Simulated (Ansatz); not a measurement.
# KF (Carobbiite, Fm-3m): Grüneisen parameters

Wanted: mode Grüneisen parameters of KF (Carobbiite, Fm-3m).

Program: Ansatz 0.2.0. Level of theory: DFT LDA, scalar-relativistic, plane waves, PAW; PAW set soft_1. Results are calculated unless marked as measured.

This is a report of a sequence of runs, with most program output left out.

**1. The starting structure**

The structure is cubic, space group Fm-3m (No. 225). Conventional cell: a = 5.162 Å, b = 5.162 Å, c = 5.162 Å, α = 90.00°, β = 90.00°, γ = 90.00°. Nearest to K lie 6 F at 2.58 Å. Nearest to F lie 6 K at 2.58 Å. Farther neighbours and most contacts between anions are not listed.

As a file:

```cif
data_structure
_symmetry_space_group_name_H-M 'Fm-3m'
_symmetry_Int_Tables_number 225
_cell_length_a 5.1621
_cell_length_b 5.1621
_cell_length_c 5.1621
_cell_angle_alpha 90.000
_cell_angle_beta 90.000
_cell_angle_gamma 90.000
_cell_volume 137.55
loop_
_atom_site_label
_atom_site_type_symbol
_atom_site_symmetry_multiplicity
_atom_site_Wyckoff_symbol
_atom_site_fract_x
_atom_site_fract_y
_atom_site_fract_z
_atom_site_occupancy
K1 K 4 a 0.00000 0.00000 0.00000 1
F1 F 4 b 0.50000 0.00000 0.00000 1
```

**2. The dispersion**

The cell comes from relaxations at this level that are not shown. Stability and thermal properties need the whole zone. Linear response on a 4×4×4 q mesh gives force constants as far as a supercell of that size would, and the tensors from the zone-centre run are typed in so that the long-range dipole term is interpolated apart.

Contents of input.yaml:

```yaml
crystal:
  lattice:
    - [0.0, 2.5810340228, 2.5810340228]
    - [2.5810340228, 0.0, 2.5810340228]
    - [2.5810340228, 2.5810340228, 0.0]
  atoms:
    - { symbol: K, position: [0.0, 0.0, 0.0] }
    - { symbol: F, position: [0.5, 0.5, 0.5] }
kpoints:
  mp_grid: { grid: [8, 8, 8] }
hamiltonian:
  xc: lda
  pseudopotentials: { kind: paw, azcp: { folder: soft_1 }, xc_functional: pbe }
scf:
  occupations: { method: fixed }
output:
  eigenvalues: true
phonons:
  method: dfpt
  qmesh: [4, 4, 4]
  temperatures: { t_max: 1000, t_step: 50 }
  qpath:
    path:
      - [[0.0, 0.0, 0.0], [0.5, 0.0, 0.5], [0.625, 0.25, 0.625]]
      - [[0.375, 0.375, 0.75], [0.0, 0.0, 0.0], [0.5, 0.5, 0.5], [0.5, 0.25, 0.75], [0.5, 0.0, 0.5]]
    npoints: 10
  non_analytic_term:
    high_frequency_dielectric_tensor: [[2.0972, 0.0, 0.0], [0.0, 2.0972, 0.0], [0.0, 0.0, 2.0972]]
    born_effective_charges:
      - { species: K, tensor: [[1.1497, 0.0, 0.0], [0.0, 1.1497, 0.0], [0.0, 0.0, 1.1497]] }
      - { species: F, tensor: [[-1.1497, 0.0, 0.0], [0.0, -1.1497, 0.0], [0.0, 0.0, -1.1497]] }
    source: "zone-centre run at this cell"
```

Started as:

```console
$ ansatz run input.yaml --threads 4 --pin off --max-ram 10240MiB --backend cpu --events-out ev --progress --plain --runs-dir out
```

Elapsed: 34 s, on 4 threads of Arm Neoverse V2, shared host; peak memory 0.77 GiB; 2.2 min of CPU time.

Numbers from this step:

| Item | Value |
| --- | --- |
| gap on the k-mesh | 6.366 eV |
| volume per atom | 17.19 Å³ |
| sum-rule residual before enforcement | 4.46e-5 eV/Å² |
| lowest frequency on the path | 0 cm⁻¹ |
| point group | m-3m |
| highest frequency on the path or at a solved wavevector | 339 cm⁻¹ |
| mean frequency | 177.8 cm⁻¹ |
| Debye temperature (second moment) | 349 K |
| logarithmic mean frequency | 166.1 cm⁻¹ |
| highest optical mode at the zone centre (no LO-TO term) | 210.7 cm⁻¹ |
| lowest optical zone-centre mode | 210.7 cm⁻¹ |
| lowest mode on the q mesh (acoustic modes at Γ apart) | 62.72 cm⁻¹ |
| zero-point energy per atom | 33.07 meV |
| heat capacity at 300 K | 23.35 J/(mol atoms K) |
| vibrational entropy at 300 K | 31.44 J/(mol atoms K) |

Frequencies (cm⁻¹) solved at each irreducible wavevector; negative means imaginary. Frequencies by wavevector, by row:

| q in reciprocal lattice units | star | mode 1 | mode 2 | mode 3 | mode 4 | mode 5 | mode 6 |
| --- | --- | --- | --- | --- | --- | --- | --- |
| 0 0 0 | 1 | 0 | 0 | 0 | 210.7 | 210.7 | 210.7 |
| 0 0 0.25 | 8 | 86.2 | 86.2 | 127.3 | 204.5 | 204.5 | 317.9 |
| 0 0 -0.5 | 4 | 129.1 | 129.1 | 193.4 | 193.4 | 210.1 | 275.1 |
| 0 0.25 0.25 | 6 | 62.7 | 62.7 | 160.9 | 214.8 | 214.8 | 277.6 |
| 0 0.25 -0.5 | 24 | 107.3 | 139.3 | 168.2 | 207.5 | 215.7 | 248.3 |
| 0 0.25 -0.25 | 12 | 106.2 | 129 | 179.1 | 192.6 | 219.6 | 267.7 |
| 0 -0.5 -0.5 | 3 | 87.1 | 87.1 | 170 | 217.9 | 217.9 | 227.9 |
| 0.25 -0.5 -0.25 | 6 | 135.7 | 135.7 | 151.6 | 214.7 | 223.4 | 223.4 |

Symmetry leaves 8 wavevectors to solve. The lowest mode among them, the acoustic zeros apart, lies at q = (0, 0.25, 0.25) and is real, 62.7 cm⁻¹.

**3. Relaxing at another volume, volume ratio 0.97**

The volume is scaled by 0.97 and held; symmetry leaves nothing to relax, so this is a single point. The modes can then be followed against volume.

input.yaml, the sections that differ from step 2:

```yaml
crystal:
  lattice:
    - [0.0, 2.5549611895, 2.5549611895]
    - [2.5549611895, 0.0, 2.5549611895]
    - [2.5549611895, 2.5549611895, 0.0]
  atoms:
    - { symbol: K, position: [0.0, 0.0, 0.0] }
    - { symbol: F, position: [0.5, 0.5, 0.5] }
output:
  forces: true
  stress: true
  eigenvalues: true
# kpoints, hamiltonian, scf: as in step 2
# phonons: removed
```

Wall time 0.33 s (4 threads); peak memory 0.26 GiB; 0.84 s of CPU time.

Numbers from this step:

| Item | Value |
| --- | --- |
| pressure | 1.439 GPa |
| gap on the k-mesh | 6.546 eV |
| volume per atom | 16.68 Å³ |
| direct gap on mesh | 6.546 eV |

At this level the gap is 6.55 eV on the k-mesh of the self-consistent run, which can miss the band edges.

**4. Phonons at the other volume, volume ratio 0.97**

The phonons are repeated at this volume on the same k and q meshes.

input.yaml, the sections that differ from step 3:

```yaml
output:
  eigenvalues: true
phonons:
  method: dfpt
  dielectric: true
  rigid_motions: translations
  qmesh: [4, 4, 4]
  temperatures: { t_max: 1000, t_step: 50 }
  qpath:
    path:
      - [[0.0, 0.0, 0.0], [0.5, 0.0, 0.5], [0.625, 0.25, 0.625]]
      - [[0.375, 0.375, 0.75], [0.0, 0.0, 0.0], [0.5, 0.5, 0.5], [0.5, 0.25, 0.75], [0.5, 0.0, 0.5]]
    npoints: 10
# crystal, kpoints, hamiltonian, scf: as in step 3
```

Run time: 35 s. Hardware: 4 threads; peak memory 0.76 GiB.

Numbers from this step:

```yaml
sum_rule_residual_before_enforcement: 7.32e-5 eV/Å²
miss_of_the_charge_sum_rule: 1.88e-6 e
highest_frequency_on_the_path_or_at_a_solved_wavevector: 352 cm⁻¹
mean_frequency: 186.9 cm⁻¹
debye_temperature_second_moment: 367 K
logarithmic_mean_frequency: 173.5 cm⁻¹
highest_optical_mode_at_the_zone_centre_no_lo_to_term: 226.5 cm⁻¹
lowest_optical_zone_centre_mode: 226.5 cm⁻¹
mean_high_frequency_dielectric_constant: 2.120
largest_born_charge_third_of_the_trace: 1.155 e
mean_static_dielectric_constant: 5.119
top_of_the_zone_centre_spectrum_with_the_field: 352.0 cm⁻¹
lowest_mode_on_the_q_mesh_acoustic_modes_at_gamma_apart: 60.09 cm⁻¹
zero_point_energy_per_atom: 34.76 meV
heat_capacity_at_300_k: 23.18 J/(mol atoms K)
vibrational_entropy_at_300_k: 30.43 J/(mol atoms K)
```

Frequencies (cm⁻¹) solved at each irreducible wavevector; negative means imaginary. Frequencies by wavevector, by row:

| q in reciprocal lattice units | star | mode 1 | mode 2 | mode 3 | mode 4 | mode 5 | mode 6 |
| --- | --- | --- | --- | --- | --- | --- | --- |
| 0 0 0 | 1 | 0 | 0 | 0 | 226.5 | 226.5 | 226.5 |
| 0 0 0.25 | 8 | 91.9 | 91.9 | 132.4 | 219.4 | 219.4 | 330.1 |
| 0 0 -0.5 | 4 | 138.1 | 138.1 | 206.6 | 206.6 | 218.2 | 285.9 |
| 0 0.25 0.25 | 6 | 60.1 | 60.1 | 173.1 | 231.4 | 231.4 | 286 |
| 0 0.25 -0.5 | 24 | 110 | 143.6 | 171.1 | 223.4 | 232.4 | 260.8 |
| 0 0.25 -0.25 | 12 | 103.6 | 138.2 | 189 | 205.7 | 236.8 | 277.6 |
| 0 -0.5 -0.5 | 3 | 83 | 83 | 167.2 | 235.2 | 235.2 | 245.9 |
| 0.25 -0.5 -0.25 | 6 | 132.6 | 132.6 | 160.2 | 227 | 241.1 | 241.1 |

The highest optical mode at the zone centre (no LO-TO term) is 226.5 cm⁻¹, +15.8 cm⁻¹ against the base run.

**5. Relaxing at another volume, volume ratio 1.03**

The volume is scaled by 1.03 and held; symmetry leaves nothing to relax, so this is a single point. The modes can then be followed against volume.

input.yaml, the sections that differ from step 4:

```yaml
crystal:
  lattice:
    - [0.0, 2.6065904772, 2.6065904772]
    - [2.6065904772, 0.0, 2.6065904772]
    - [2.6065904772, 2.6065904772, 0.0]
  atoms:
    - { symbol: K, position: [0.0, 0.0, 0.0] }
    - { symbol: F, position: [0.5, 0.5, 0.5] }
output:
  forces: true
  stress: true
  eigenvalues: true
# kpoints, hamiltonian, scf: as in step 4
# phonons: removed
```

Run time: 0.36 s. Hardware: 4 threads; peak memory 0.26 GiB; 0.97 s of CPU time.

Numbers from this step:

| Property | Result |
| --- | --- |
| pressure | -1.199 GPa |
| gap on the k-mesh | 6.199 eV |
| volume per atom | 17.71 Å³ |
| direct gap on mesh | 6.199 eV |

The run ends at a pressure of -1.20 GPa.

**6. Phonons at the other volume, volume ratio 1.03**

input.yaml, the sections that differ from step 5:

```yaml
output:
  eigenvalues: true
phonons:
  method: dfpt
  dielectric: true
  rigid_motions: translations
  qmesh: [4, 4, 4]
  temperatures: { t_max: 1000, t_step: 50 }
  qpath:
    path:
      - [[0.0, 0.0, 0.0], [0.5, 0.0, 0.5], [0.625, 0.25, 0.625]]
      - [[0.375, 0.375, 0.75], [0.0, 0.0, 0.0], [0.5, 0.5, 0.5], [0.5, 0.25, 0.75], [0.5, 0.0, 0.5]]
    npoints: 10
# crystal, kpoints, hamiltonian, scf: as in step 5
```

Run time: 38 s. Hardware: 4 threads; peak memory 0.78 GiB.

Numbers from this step:

- sum-rule residual before enforcement: 1.17e-4 eV/Å²
- miss of the charge sum rule: 1.34e-6 e
- highest frequency on the path or at a solved wavevector: 326.9 cm⁻¹
- mean frequency: 169.1 cm⁻¹
- Debye temperature (second moment): 331 K
- logarithmic mean frequency: 158.6 cm⁻¹
- highest optical mode at the zone centre (no LO-TO term): 195.5 cm⁻¹
- lowest optical zone-centre mode: 195.5 cm⁻¹
- mean high-frequency dielectric constant: 2.076
- largest Born charge (third of the trace): 1.145 e
- mean static dielectric constant: 5.803
- top of the zone-centre spectrum with the field: 326.9 cm⁻¹
- lowest mode on the q mesh (acoustic modes at Γ apart): 64.77 cm⁻¹
- zero-point energy per atom: 31.45 meV
- heat capacity at 300 K: 23.50 J/(mol atoms K)
- vibrational entropy at 300 K: 32.50 J/(mol atoms K)

Frequencies (cm⁻¹) solved at each irreducible wavevector; negative means imaginary. Frequencies by wavevector, by row:

| q in reciprocal lattice units | star | mode 1 | mode 2 | mode 3 | mode 4 | mode 5 | mode 6 |
| --- | --- | --- | --- | --- | --- | --- | --- |
| 0 0 0 | 1 | 0 | 0 | 0 | 195.5 | 195.5 | 195.5 |
| 0 0 0.25 | 8 | 80.8 | 80.8 | 122.5 | 190.3 | 190.3 | 306.5 |
| 0 0 -0.5 | 4 | 120.5 | 120.5 | 180.8 | 180.8 | 202.4 | 265 |
| 0 0.25 0.25 | 6 | 64.8 | 64.8 | 149.2 | 199 | 199 | 269.8 |
| 0 0.25 -0.5 | 24 | 104.6 | 134.7 | 165 | 192.4 | 199.9 | 237.2 |
| 0 0.25 -0.25 | 12 | 108.2 | 120.2 | 169.6 | 180.3 | 203.3 | 258.6 |
| 0 -0.5 -0.5 | 3 | 90.2 | 90.2 | 171.2 | 201.4 | 201.4 | 211.6 |
| 0.25 -0.5 -0.25 | 6 | 137.8 | 137.8 | 143.5 | 203.1 | 206.7 | 206.7 |

The highest optical mode at the zone centre (no LO-TO term) is 195.5 cm⁻¹, -15.2 cm⁻¹ against the base run.

**7. Grüneisen parameters**

The Grüneisen parameter of a mode is minus the logarithmic change of its frequency with volume, −d ln ω / d ln V; weighted by heat capacity it gives the expansion.

This step gave:

```yaml
bulk_modulus: 43.9 GPa
```

Phonon branches along the path, in cm⁻¹:

| point | branch 1 | branch 2 | branch 3 | branch 4 | branch 5 | branch 6 |
| --- | --- | --- | --- | --- | --- | --- |
| Γ | 0 | 0 | 0 | 211 | 211 | 339 |
| halfway | 63 | 63 | 161 | 215 | 215 | 278 |
| X | 87 | 87 | 170 | 218 | 218 | 228 |
| halfway | 94 | 109 | 166 | 215 | 222 | 227 |
| U | 111 | 151 | 152 | 208 | 225 | 230 |
| jump to K | 111 | 151 | 152 | 208 | 225 | 230 |
| halfway | 79 | 112 | 150 | 195 | 218 | 297 |
| Γ | 0 | 0 | 0 | 211 | 211 | 339 |
| halfway | 86 | 86 | 127 | 204 | 204 | 318 |
| L | 129 | 129 | 193 | 193 | 210 | 275 |
| halfway | 127 | 137 | 179 | 202 | 215 | 251 |
| W | 136 | 136 | 152 | 215 | 223 | 223 |
| halfway | 104 | 121 | 161 | 218 | 220 | 227 |
| X | 87 | 87 | 170 | 218 | 218 | 228 |

The same for volume x 0.97:

| point | branch 1 | branch 2 | branch 3 | branch 4 | branch 5 | branch 6 |
| --- | --- | --- | --- | --- | --- | --- |
| Γ | 0 | 0 | 0 | 226 | 226 | 352 |
| X | 83 | 83 | 167 | 235 | 235 | 246 |
| U | 113 | 150 | 154 | 224 | 243 | 245 |
| K | 113 | 150 | 154 | 224 | 243 | 245 |
| Γ | 0 | 0 | 0 | 226 | 226 | 352 |
| L | 138 | 138 | 207 | 207 | 218 | 286 |
| W | 133 | 133 | 160 | 227 | 241 | 241 |
| X | 83 | 83 | 167 | 235 | 235 | 246 |

The same for volume x 1.03:

| point | branch 1 | branch 2 | branch 3 | branch 4 | branch 5 | branch 6 |
| --- | --- | --- | --- | --- | --- | --- |
| Γ | 0 | 0 | 0 | 196 | 196 | 327 |
| X | 90 | 90 | 171 | 201 | 201 | 212 |
| U | 109 | 148 | 154 | 193 | 209 | 216 |
| K | 109 | 148 | 154 | 193 | 209 | 216 |
| Γ | 0 | 0 | 0 | 196 | 196 | 327 |
| L | 120 | 120 | 181 | 181 | 202 | 265 |
| W | 138 | 138 | 144 | 203 | 207 | 207 |
| X | 90 | 90 | 171 | 201 | 201 | 212 |

Mode Grueneisen parameter -dln(w)/dln(V), modes matched by rank; at Γ the acoustic branches take the value of a neighbouring point of the path. Mode grüneisen parameters along the path, in :

| point | branch 1 | branch 2 | branch 3 | branch 4 | branch 5 | branch 6 |
| --- | --- | --- | --- | --- | --- | --- |
| Γ | -1.00 | -1.00 | 2.53 | 2.45 | 2.45 | 1.23 |
| halfway | -1.25 | -1.25 | 2.48 | 2.51 | 2.51 | 0.97 |
| X | -1.39 | -1.39 | -0.39 | 2.58 | 2.58 | 2.50 |
| halfway | -0.62 | -0.31 | -0.41 | 2.56 | 2.44 | 2.51 |
| U | 0.66 | 0.16 | 0.05 | 2.50 | 2.54 | 2.07 |
| jump to K | 0.66 | 0.16 | 0.05 | 2.50 | 2.54 | 2.07 |
| halfway | -0.82 | 2.59 | 1.80 | 2.24 | 2.50 | 1.17 |
| Γ | -0.83 | 2.67 | 1.69 | 2.45 | 2.45 | 1.23 |
| halfway | 2.14 | 2.14 | 1.31 | 2.37 | 2.37 | 1.24 |
| L | 2.27 | 2.27 | 2.21 | 2.21 | 1.25 | 1.26 |
| halfway | 1.45 | 0.98 | 0.94 | 2.37 | 2.45 | 1.51 |
| W | -0.64 | -0.64 | 1.83 | 1.85 | 2.56 | 2.56 |
| halfway | -1.00 | 0.78 | -0.45 | 2.29 | 2.57 | 2.52 |
| X | -1.39 | -1.39 | -0.39 | 2.58 | 2.58 | 2.50 |

(dS/dlnV)/C_V. Table of thermodynamic Grueneisen parameter by temperature:

| temperature (K) | thermodynamic Grueneisen parameter |
| --- | --- |
| 50 | 0.965 |
| 100 | 1.34 |
| 150 | 1.43 |
| 200 | 1.46 |
| 250 | 1.47 |
| 300 | 1.48 |
| 350 | 1.48 |
| 400 | 1.49 |
| 450 | 1.49 |
| 500 | 1.49 |
| 550 | 1.49 |
| 600 | 1.49 |
| 650 | 1.49 |
| 700 | 1.49 |
| 750 | 1.49 |
| 800 | 1.49 |
| 850 | 1.49 |
| 900 | 1.49 |
| 950 | 1.49 |
| 1000 | 1.49 |

Gamma C_V/(B V) at the static volume. Table of volume expansion by temperature:

| temperature (K) | volume expansion (1e-6/K) |
| --- | --- |
| 50 | 12.1 |
| 100 | 43.9 |
| 150 | 61.0 |
| 200 | 69.1 |
| 250 | 73.5 |
| 300 | 76.0 |
| 350 | 77.5 |
| 400 | 78.5 |
| 450 | 79.2 |
| 500 | 79.8 |
| 550 | 80.2 |
| 600 | 80.5 |
| 650 | 80.7 |
| 700 | 80.9 |
| 750 | 81.0 |
| 800 | 81.2 |
| 850 | 81.3 |
| 900 | 81.3 |
| 950 | 81.4 |
| 1000 | 81.5 |

**8. Outcome**

```yaml
bulk_modulus: 43.9 GPa
gap_deformation_potential: -5.78 eV
thermodynamic_grueneisen_parameter_at_300_k: 1.479
volume_expansion_at_300_k_estimated: 75.95 × 10⁻⁶ K⁻¹
```

In words: By this estimate the volume grows by 76.0 × 10⁻⁶ per kelvin at 300 K. Without the field, the highest optical mode at Γ goes from 227 to 196 cm⁻¹ as the cell grows, a Grüneisen parameter of 2.45. Mode parameters on the path run from -1.4 to 2.7, with a median of 2.0. Modes with negative values stiffen as the cell grows and pull against the expansion. Branches are matched by rank, so values near crossings are rough. The expansion is the Grüneisen estimate at the static volume, with the static bulk modulus. The PAW files were made for PBE and serve the other functionals too.

[Logs are printed without paths, hosts, clocks, repeated set-up lines and the standing remarks that a program may print on its own settings, such as how far it seeks lower states.]

[Hosts, paths, dates, database ids (printed as entryN), source tags and the programs' standing remarks are cut or masked in the printed files.]
